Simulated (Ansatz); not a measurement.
# GaN (P6_3mc): lattice thermal conductivity, part 3 of 3

Wanted: κ(T), lifetimes and mean free paths for GaN.

Experimental results on record:
- thermal conductivity 210 W/m/K near room temperature (given in “Combining the AFLOW GIBBS and Elastic Libraries to efficiently and robustly screen thermo-mechanical properties of solids”, 2017, arXiv:1611.05714)

Ansatz 0.2.0; DFT LDA, scalar-relativistic, plane waves, PAW.

So far. Step 2 (A first coarse run): The start is under -4.5 GPa at this level and looks like an insulator or semiconductor on this mesh. Step 4 (Relaxing to small residual forces and stress): The residual pressure is -0.0036 GPa, small enough for phonons. The relaxed cell has a = 3.152, c = 5.138 Å (conventional setting).

The database entry behind the starting cell differs from later determinations by our own check (about 0.3 % short, ideal inner coordinate), so it need not match the best structure at ambient conditions.

## 6. Anharmonic force constants and conductivity (continued)

300 K; a sample spread over frequency. Mode lifetimes, by row, the first 40 of 90 rows:

```csv
q1,q2,q3,branch,frequency (THz),rms speed (km/s),three-phonon rate (1/ps),isotope rate (1/ps),lifetime (ps),mean free path (nm)
0,0.0526,0,1,0.664,4.47,0.00177,4.69e-7,563,2520
0.0526,0.1053,0.1111,2,2.119,3.84,0.00358,9.80e-5,272,1040
0,0.2105,0.1111,1,2.818,3.01,0.00642,3.66e-4,147,443
0,0.2105,0.2222,2,3.301,3.29,0.0112,7.50e-4,83.4,274
0.0526,0.1053,0,3,3.645,6.67,0.00886,0.00141,97.4,649
0.0526,0.1579,0.4444,1,3.904,2.89,0.0197,0.00221,45.7,132
0.1053,0.2105,0.2222,2,4.099,3.36,0.0223,0.00314,39.3,132
0.0526,0.3684,0.1111,1,4.202,1.91,0.0246,0.00463,34.2,65.1
0.0526,0.1053,0.2222,3,4.367,1.69,0.0279,0.0052,30.2,51.1
0.1053,0.1053,0.4444,3,4.488,3.2,0.0386,0.00578,22.5,72.1
0.1053,0.1579,0.4444,2,4.625,1.7,0.027,0.00718,29.3,49.9
0.1579,0.2632,0.4444,1,4.71,1.72,0.0422,0.0179,16.6,28.6
0.1053,0.4211,0.3333,1,4.78,0.28,0.0322,0.0127,22.3,6.32
0.1053,0.1579,0.3333,3,4.87,2.5,0.022,0.00769,33.7,84.2
0,0.3684,0.4444,2,4.971,1.89,0.0258,0.0108,27.3,51.6
0.1053,0.2632,0.4444,2,5.063,1.29,0.0213,0.00951,32.4,41.8
0.0526,0.1579,0.4444,4,5.163,3.17,0.0155,0.0104,38.6,122
0.1053,0.3684,0.3333,2,5.291,2.04,0.0188,0.00888,36.1,73.6
0.1053,0.4211,0.2222,2,5.385,1.51,0.0144,0.0108,39.7,59.8
0.1053,0.1053,0.3333,4,5.483,3.19,0.0129,0.0106,42.6,136
0.0526,0.1053,0.3333,5,5.609,5.85,0.0043,0.00943,72.8,426
0.1579,0.4211,0,2,5.731,0.87,0.00914,0.00911,54.8,47.8
0.1053,0.1579,0.3333,4,5.872,2.73,0.00898,0.0109,50.2,137
0.1053,0.4211,0.4444,4,5.995,2.59,0.00838,0.0121,48.9,127
0,0.2632,0.3333,4,6.137,2.8,0.00818,0.0111,51.8,145
0.1053,0.4211,0.3333,4,6.25,2.31,0.00694,0.0118,53.4,123
0.2105,0.3158,0.4444,3,6.434,2.57,0.0049,0.012,59.2,152
0,0.2105,0,5,6.546,3.75,0.0051,0.0121,58,218
0.0526,0.2105,0.2222,5,6.705,5.57,0.00556,0.0104,62.6,348
0.1579,0.1579,0.1111,5,6.891,2.13,0.0116,0.0101,46.2,98.4
0.3158,0.3158,0.4444,3,7.069,1.23,0.0292,0.0109,24.9,30.7
0.0526,0.3158,0.1111,4,7.24,1.94,0.0808,0.00893,11.1,21.6
0,0.3158,0,5,7.55,3.8,0.0397,0.00419,22.8,86.6
0,0.3158,0.2222,5,8.053,4.66,0.0861,0.00443,11,51.4
0.2632,0.2632,0.1111,5,8.529,1.71,0.11,0.00997,8.31,14.3
0.0526,0.3684,0.1111,5,8.741,3.1,0.0938,0.0134,9.33,29
0.1579,0.2105,0.4444,6,8.986,2.57,0.107,0.0205,7.86,20.2
0.1579,0.4211,0.1111,5,9.079,1.56,0.125,0.0349,6.27,9.78
0,0.3158,0.1111,6,9.167,0.94,0.199,0.0414,4.17,3.9
0,0.3158,0.2222,6,9.272,1.5,0.161,0.0351,5.11,7.69
```

Without the LO-TO term. Gamma linewidths, by row:

```csv
branch,frequency (cm⁻¹),three-phonon rate (1/ps),isotope rate (1/ps),FWHM (cm⁻¹)
4,139.8,0.0238,0.0045,0.15
5,139.8,0.0238,0.0045,0.15
6,335.9,0.365,0.00583,1.97
7,538.5,2.02,0,10.7
8,560.7,0.403,6.95e-4,2.14
9,560.7,0.403,6.95e-4,2.14
10,569.9,0.121,0.0114,0.704
11,569.9,0.121,0.0114,0.704
12,698.2,0.0522,0.0233,0.401
```

W/m/K, third of the trace; RTA populations with a boundary rate v/L added to each mode (Matthiessen's rule). Kappa by grain size, by row:

```csv
T (K),bulk,10 nm,30 nm,100 nm,300 nm,1000 nm,10000 nm,100000 nm
100,825.9,7.389,20.23,54.35,114.3,217.1,513.5,753.7
300,242.6,12.94,30.49,66.29,111.5,162.1,224.2,240.3
600,131,12.83,27.53,53.22,80.47,105.3,126.9,130.6
```

W/m/K, third of the trace; RTA populations with the isotope rates scaled. Kappa by mass disorder, by row:

```csv
T (K),no isotopes,as typed,variance x 3,variance x 10,variance x 30
100,1528,825.9,568.4,321.6,169
300,380.6,242.6,181.1,123.5,79.01
600,179.5,131,100.1,69.99,47.88
```

At 300 K the relaxation-time value is 243 W/(m K).

## 7. Outcome

```yaml
highest_frequency: 735.8 cm⁻¹
debye_temperature_from_the_second_moment: 884 K
kappa_at_300_k_relaxation_time: 242.6 W/m/K
kappa_at_300_k_full_solution: 255.3 W/m/K
mean_free_path_at_half_of_kappa: 354 nm
share_of_kappa_above_the_three_lowest_branches: 0.32
```

**Reading.** The lattice of GaN conducts 255 W/(m K) at 300 K by LDA (mean over directions, full solution). The full solution lies +5 % from the relaxation-time value at 300 K, so the relaxation-time approximation serves here. Above 300 K the relaxation-time κ falls as T^-0.87. Grains of 100 nm would keep 27 % of the bulk value at 300 K, and grains of 1 µm 67 %. Removing the natural isotope disorder raises κ at 300 K by 57 %. A measured thermal conductivity near room temperature is 210 W/m/K (arXiv:1611.05714); the calculated 255 W/m/K differs by +22 %. Four-phonon, defect and boundary scattering, which are left out, would lower the calculated value; thermal expansion is left out too. The sum rules changed one orbit of cubic constants by up to 35 %; by the manual a large change points to a short cutoff or, on a small and distant orbit, to noisy forces. The conductivities include the coherence part between close branches; the shares for grains, isotopes, branches and paths are of the relaxation-time populations alone. Cubic couplings among atoms farther apart than the pair cutoff are dropped, and neither the cutoff nor the q-mesh was shown to be converged here. The interpolation has no quadrupole term, so branches near the zone centre are less sure, since this crystal has sites that are not centres of inversion. The PAW files were made for PBE and are used here under another functional, for which the program regenerates the frozen cores.

[Logs are printed without paths, hosts, clocks, repeated set-up lines and the standing remarks that a program may print on its own settings, such as how far it seeks lower states.]

[Hosts, paths, dates, database ids (printed as entryN), source tags and the programs' standing remarks are cut or masked in the printed files.]

[A step with changed settings may run another functional than the one named; its input shows which.]
